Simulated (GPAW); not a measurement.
## STM contrast on 1T-TiO2 monolayer

What would a tunnelling microscope show on 1T-TiO2 monolayer?

Method: GPAW, PAW setups; layer in a repeated cell with vacuum, relaxation of atoms and in-plane cell, in the first sound run; inputs show where later runs differ, in GPAW 26.7.0.

## Step 1: The starting structure

The cell holds 3 atoms: 2 O and 1 Ti. Its edges and angles: a = 2.990 Å, b = 2.990 Å, c = 16.461 Å, α = 90.0°, β = 90.0°, γ = 120.0°. Vacuum lies along c.

## Step 2: Relaxing the atoms

Forces are removed first; all later runs use this geometry.

File run.py:

```python
import json
import numpy as np
from ase import Atoms
from ase.filters import FrechetCellFilter
from ase.optimize import BFGS
from gpaw import GPAW, PW

slab = Atoms(
    ['O', 'Ti', 'O'],
    positions=[
        [1.49500, 0.86314, 7.00000],
        [0.00000, 0.00000, 8.23060],
        [-0.00000, 1.72628, 9.46119]],
    cell=[[2.99, 0.0, 0.0], [-1.495, 2.58942, 0.0], [0.0, 0.0, 16.4612]],
    pbc=[True, True, True])

slab.calc = GPAW(mode=PW(600), xc='PBE', kpts={'size': (12, 12, 1), 'gamma': True},
                 occupations={'name': 'fermi-dirac', 'width': 0.05}, nbands='160%',
                 convergence={'density': 1e-05}, maxiter=200,
                 symmetry={'tolerance': 1e-3}, txt='slab.txt')
result = {}
# The in-plane cell is free; stress needs a cell that repeats along all three vectors
path = []
opt = BFGS(FrechetCellFilter(slab, mask=[1, 1, 0, 0, 0, 1]), maxstep=0.2)
opt.attach(lambda: path.append((slab.get_potential_energy(), slab.positions.tolist(), slab.get_forces().tolist())))
result['relaxed'] = bool(opt.run(fmax=0.02, steps=45))
result['path'] = path
result['cell'] = slab.cell.tolist()
print('in-plane lattice', slab.cell.cellpar().round(4)[[0, 1, 5]])
energy = slab.get_potential_energy()
fermi = slab.calc.get_fermi_level()
v = slab.calc.get_electrostatic_potential().mean((0, 1)) - fermi
n = slab.calc.get_pseudo_density().mean((0, 1))
L = slab.cell[2, 2]
z = np.arange(len(v)) * L / len(v)
low, high = slab.positions[:, 2].min(), slab.positions[:, 2].max()
below, above = np.interp([low - 4.8, high + 4.8], z, v)
slopes = [np.interp(x, z, np.gradient(v, z)) for x in (low - 4.8, high + 4.8)]
eps = np.array([[slab.calc.get_eigenvalues(k, s) for k in range(len(slab.calc.get_ibz_k_points()))]
                for s in range(slab.calc.get_number_of_spins())]) - fermi
top, bottom = eps[eps < 0].max(), eps[eps > 0].min()
dipole = slab.get_dipole_moment()[2]
print(f'energy {energy:.4f} eV, Fermi level {fermi:.4f} eV, dipole {dipole:.5f} e A')
print(f'potential 4.8 A off the faces, from the Fermi level: lower {below:.4f} eV, upper {above:.4f} eV')
print(f'slope of the potential there: lower {slopes[0]:.5f}, upper {slopes[1]:.5f} eV/A')
print(f'nearest levels on the mesh: {top:.4f} and {bottom:.4f} eV')
print('magnetic moment', round(slab.get_magnetic_moment(), 3))
result.update(energy=energy, fermi=fermi, dipole=dipole, below=below, above=above, slopes=slopes, edges=[top, bottom],
              z=z.tolist(), v=v.tolist(), n=n.tolist(), positions=slab.positions.tolist(),
              forces=slab.get_forces(apply_constraint=False).tolist(), moments=slab.get_magnetic_moments().tolist())
json.dump(result, open('result.json', 'w'))
```

Started as:

```bash
> OMP_NUM_THREADS=1 OPENBLAS_NUM_THREADS=1 python run.py
```

The log of the run:

```text
Step          Energy          fmax
BFGS:    0      -24.433859        4.127688
BFGS:    1      -24.915740        3.301940
BFGS:    2      -25.459723        1.062664
BFGS:    3      -25.530291        0.371637
BFGS:    4      -25.539138        0.318151
BFGS:    5      -25.560733        0.262802
BFGS:    6      -25.575807        0.113820
BFGS:    7      -25.582384        0.030750
BFGS:    8      -25.582688        0.003928
in-plane lattice [  2.9578   2.9578 120.    ]
energy -25.5827 eV, Fermi level -3.6189 eV, dipole -0.00005 e A
potential 4.8 A off the faces, from the Fermi level: lower 6.9426 eV, upper 6.9430 eV
slope of the potential there: lower -0.00062, upper 0.00046 eV/A
nearest levels on the mesh: -1.4831 and 1.3448 eV
magnetic moment 0.0
```

It took 3.7 min on 1 thread of Arm Neoverse V2, shared host; peak memory 0.31 GiB.

Numbers from this step:

```yaml
dipole_along_the_normal: -5.44e-5 e·Å
levels_nearest_the_fermi_level_on_the_mesh: -1.483, 1.345 eV from the Fermi level
```

Electrostatic potential energy of an electron (without an applied field's), less the Fermi level, planar mean against z:

```tsv
z (Å)	electrostatic potential energy of an electron (without an applied field's), less the Fermi level, planar mean (eV)
0.0	6.94
0.5	6.94
1.0	6.94
1.5	6.94
2.0	6.94
2.5	6.94
3.0	6.94
3.5	6.94
4.0	6.94
4.5	6.94
5.0	6.93
5.5	6.89
6.0	6.66
6.5	5.12
7.0	-4.60
7.5	-10.7
8.0	-16.9
8.5	-16.1
9.0	-11.1
9.5	-3.23
10.0	5.36
10.5	6.69
11.0	6.90
11.5	6.93
12.0	6.94
12.5	6.94
13.0	6.94
13.5	6.94
14.0	6.94
14.5	6.94
15.0	6.94
15.5	6.94
16.0	6.94
```

Table of pseudo valence density, planar mean by z:

```tsv
z (Å)	pseudo valence density, planar mean (e/Å³)
4.5	9.7e-5
5.0	5.6e-4
5.5	0.00335
6.0	0.0212
6.5	0.148
7.0	0.750
7.5	0.939
8.0	1.37
8.5	1.29
9.0	0.957
9.5	0.689
10.0	0.131
10.5	0.0189
11.0	0.00293
11.5	4.8e-4
12.0	8.3e-5
```

The relaxation lowered the energy of the cell by 1.15 eV (energies extrapolated to zero smearing; the optimiser's log prints free energies). The largest force left on a free atom is 0.0039 eV/Å.

## Step 3: The slab's potential

The work function is the vacuum plateau of the electrostatic potential less the Fermi level; a dipole layer lets the two faces have plateaus of their own.

This step: GPAW, PAW setups; slab in vacuum (GPAW 26.7.0).

The cell differs from the one that the last finished run ended in (c 16.461 → 15.967 Å).

File run.py:

```python
import json
import numpy as np
from ase import Atoms
from ase.dft.stm import STM
from gpaw import GPAW, PW

slab = Atoms(
    ['O', 'Ti', 'O'],
    positions=[
        [1.47888, 0.85383, 7.00000],
        [0.00000, 0.00000, 7.98329],
        [0.00000, 1.70767, 8.96657]],
    cell=[[2.95776, 0.0, 0.0], [-1.47888, 2.5615, 0.0], [0.0, 0.0, 15.9666]],
    pbc=[True, True, False])

slab.calc = GPAW(mode=PW(500), xc='PBE', kpts={'size': (12, 12, 1), 'gamma': True},
                 occupations={'name': 'fermi-dirac', 'width': 0.05}, nbands='160%',
                 convergence={'density': 1e-05}, maxiter=200,
                 poissonsolver={'dipolelayer': 'xy'},
                 symmetry={'tolerance': 1e-3}, txt='slab.txt')
result = {}
energy = slab.get_potential_energy()
fermi = slab.calc.get_fermi_level()
v = slab.calc.get_electrostatic_potential().mean((0, 1)) - fermi
n = slab.calc.get_pseudo_density().mean((0, 1))
L = slab.cell[2, 2]
z = np.arange(len(v)) * L / len(v)
low, high = slab.positions[:, 2].min(), slab.positions[:, 2].max()
below, above = np.interp([low - 4.8, high + 4.8], z, v)
slopes = [np.interp(x, z, np.gradient(v, z)) for x in (low - 4.8, high + 4.8)]
eps = np.array([[slab.calc.get_eigenvalues(k, s) for k in range(len(slab.calc.get_ibz_k_points()))]
                for s in range(slab.calc.get_number_of_spins())]) - fermi
top, bottom = eps[eps < 0].max(), eps[eps > 0].min()
dipole = slab.get_dipole_moment()[2]
print(f'energy {energy:.4f} eV, Fermi level {fermi:.4f} eV, dipole {dipole:.5f} e A')
print(f'potential 4.8 A off the faces, from the Fermi level: lower {below:.4f} eV, upper {above:.4f} eV')
print(f'slope of the potential there: lower {slopes[0]:.5f}, upper {slopes[1]:.5f} eV/A')
print(f'nearest levels on the mesh: {top:.4f} and {bottom:.4f} eV')
print('magnetic moment', round(slab.get_magnetic_moment(), 3))
result.update(energy=energy, fermi=fermi, dipole=dipole, below=below, above=above, slopes=slopes, edges=[top, bottom],
              z=z.tolist(), v=v.tolist(), n=n.tolist(), positions=slab.positions.tolist(),
              forces=slab.get_forces(apply_constraint=False).tolist(), moments=slab.get_magnetic_moments().tolist())

# Images need the states of the whole zone, up to time reversal
slab.calc = slab.calc.fixed_density(symmetry={'point_group': False}, txt='states.txt', nbands='250%',
                                    convergence={'bands': 'CBM+1.3'})
stm = STM(slab)
result['stm'] = []
for bias in [-1.0, 1.0]:
    height = high + 3.0
    current = stm.get_averaged_current(bias, height)
    x, y, h = stm.scan(bias, current)
    i, f = divmod(height / L * stm.ldos.shape[2], 1)
    I = abs((1 - f) * stm.ldos[:, :, int(i)] + f * stm.ldos[:, :, int(i) + 1])
    print(f'bias {bias} V: mean current at 3.0 A {current:.4e}, corrugation {np.ptp(h):.4f} A')
    result['stm'].append(dict(bias=bias, current=current, h=(h - high).tolist(), I=I.tolist()))
json.dump(result, open('result.json', 'w'))
```

The log of the run:

```text
energy -24.8850 eV, Fermi level -3.8842 eV, dipole -0.00023 e A
potential 4.8 A off the faces, from the Fermi level: lower 7.3111 eV, upper 7.3167 eV
slope of the potential there: lower -0.00187, upper 0.00187 eV/A
nearest levels on the mesh: -1.1111 and 1.7171 eV
magnetic moment 0.0
bias -1.0 V: mean current at 3.0 A 0.0000e+00, corrugation 0.0000 A
bias 1.0 V: mean current at 3.0 A 0.0000e+00, corrugation 0.0000 A
```

Wall time 69 s (1 thread); peak memory 0.37 GiB.

Numbers from this step:

```yaml
dipole_along_the_normal: -2.32e-4 e·Å
levels_nearest_the_fermi_level_on_the_mesh: -1.111, 1.717 eV from the Fermi level
upper_work_function: 7.317 eV
lower_work_function: 7.311 eV
upper_ionisation_energy: 8.428 eV
```

Table of electrostatic potential energy of an electron (without an applied field's), less the Fermi level, planar mean by z:

```tsv
z (Å)	electrostatic potential energy of an electron (without an applied field's), less the Fermi level, planar mean (eV)
0.0	7.31
0.5	7.31
1.0	7.31
1.5	7.31
2.0	7.31
2.5	7.31
3.0	7.31
3.5	7.31
4.0	7.31
4.5	7.31
5.0	7.29
5.5	7.19
6.0	6.60
6.5	2.59
7.0	-11.3
7.5	-11.2
8.0	-19.4
8.5	-10.8
9.0	-10.8
9.5	3.21
10.0	6.69
10.5	7.21
11.0	7.30
11.5	7.31
12.0	7.31
12.5	7.32
13.0	7.32
13.5	7.32
14.0	7.32
14.5	7.32
15.0	7.32
15.5	7.32
```

The pseudo valence density, planar mean oscillates, so the rows of the table below give means over windows of 1 Å about each position, cut where the curve ends. Its maxima inside the range that stand out by 2 % of the span (Å: e/Å³): 7.0: 1.02, 8.0: 1.65, 8.9: 1.02. Its minima: 7.4: 0.910, 8.6: 0.910.

Table of pseudo valence density, planar mean by z; means over each step:

```tsv
z (Å)	pseudo valence density, planar mean (e/Å³)
4	6.8e-5
5	0.00229
6	0.103
7	0.841
8	1.31
9	0.823
10	0.0879
11	0.00208
12	6.1e-5
```

The layer is gapped, so the Fermi level lies somewhere inside the gap, set by smearing and numerics, and these work functions are no property of the material; the band edges below the vacuum level are. The potential is flat to 0.002 eV/Å where it is read, so the vacuum is wide enough. At -1 and 1 V the search found no usable constant-current contour near the set height, since the window lies inside the gap and carries no current, so the printed corrugation is no image; it is left out.

## Step 4: Summary of results

```yaml
work_function_upper_and_lower_face_fermi_level_placed_in_the_gap_by_the_smearing: 7.317 and 7.311 eV
ionisation_energy_from_the_upper_face_highest_filled_level_on_the_mesh: 8.43 eV
electron_affinity_from_the_upper_face_lowest_empty_kohn_sham_level_on_the_mesh: 5.60 eV
dipole_along_the_normal: -2.3e-4 e Å
```

With plane waves and PBE the ionisation energy from the upper face is 8.43 eV and the Kohn-Sham electron affinity 5.60 eV. The levels nearest the Fermi level on the mesh lie 2.83 eV apart, so the slab is gapped there: the smearing puts the Fermi level inside the gap, and from either face the ionisation energy is the work function plus 1.1 eV. Both are Kohn-Sham levels on the mesh, and semilocal gaps are too small, so the affinity tends to come out too large and the ionisation energy too small. The small printed dipole stands for a step of 5.5 meV from the lower to the upper face, and the probes find 5.6 meV; values this small are near the numerical noise of both. The layer's cell and atoms come from the relaxation; spin-orbit coupling and temperature are left out.

[Logs are printed without paths, hosts, clocks, repeated set-up lines and the standing remarks that a program may print on its own settings, such as how far it seeks lower states.]

[Hosts, paths, dates, database ids (printed as entryN), source tags and the programs' standing remarks are cut or masked in the printed files.]
